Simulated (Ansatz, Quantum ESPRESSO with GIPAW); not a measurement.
# C_Q, η_Q and the second-order shift of 17O in Cd(OH)2

A plane-wave PAW calculation (PBEsol, Ansatz) gives this electric field gradient, in 10²¹ V/m² and Cartesian axes, at one O site of Cd(OH)2 (atom 2; hydroxyl; 4 neighbours; site symmetry 1):

```
     -5.5932       -0.0082       -0.9408
     -0.0082       -5.0557        0.0641
     -0.9408        0.0641       10.6489
```

17O has spin 5/2, Q = -0.02558 barn and |γ|/2π = 5.7742 MHz/T. The cell is the C2 form of a database entry, atoms relaxed, static and at 0 K. 

**Task.** Find C_Q, η_Q and ν_Q, and the shift and width of the central transition under fast MAS at 14.1 T and 18.8 T.

1. The tensor is symmetric and traceless. Its eigenvalues, ordered by size, are V_xx = -5.0559, V_yy = -5.6475 and V_zz = 10.7035.

2. η_Q = (V_xx − V_yy)/V_zz = 0.055.

3. C_Q = eQV_zz/h. One unit of 10²¹ V/m² with one barn gives 24.18 MHz, so C_Q = 24.18 × −0.02558 × 10.7035 = -6.620 MHz. A spectrum shows its size, not its sign.

4. ν_Q = 3C_Q/[2I(2I−1)] = 0.993 MHz in size, and P_Q = |C_Q|√(1 + η²/3) = 6.624 MHz.

5. The resonances lie at ν0 = 81.42 and 108.56 MHz, so ν_Q/ν0 is 0.012 at most and second order holds. The centre of gravity moves by δ_Q = −(3/40)(P_Q/ν0)² F × 10⁶ ppm, with F = [I(I+1) − 3/4]/[I²(2I−1)²] = 0.08: -39.7 ppm at 14.1 T and -22.3 ppm at 18.8 T.

6. Summing the second-order term over orientations gives a full width of 86.6 ppm (7.0 kHz) and 48.7 ppm (5.3 kHz). In ppm both fall as 1/B²: (14.1/18.8)² = 0.562. The spinning rate must pass the static width for this shape to show cleanly.

[Banner, clock, file and message-heading lines were taken out of the pw.x and gipaw.x logs.]

[Logs are printed without paths, hosts, clocks, repeated set-up lines and the standing remarks that a program may print on its own settings, such as how far it seeks lower states.]

[Hosts, paths, dates, database ids (printed as entryN), source tags and the programs' standing remarks are cut or masked in the printed files.]
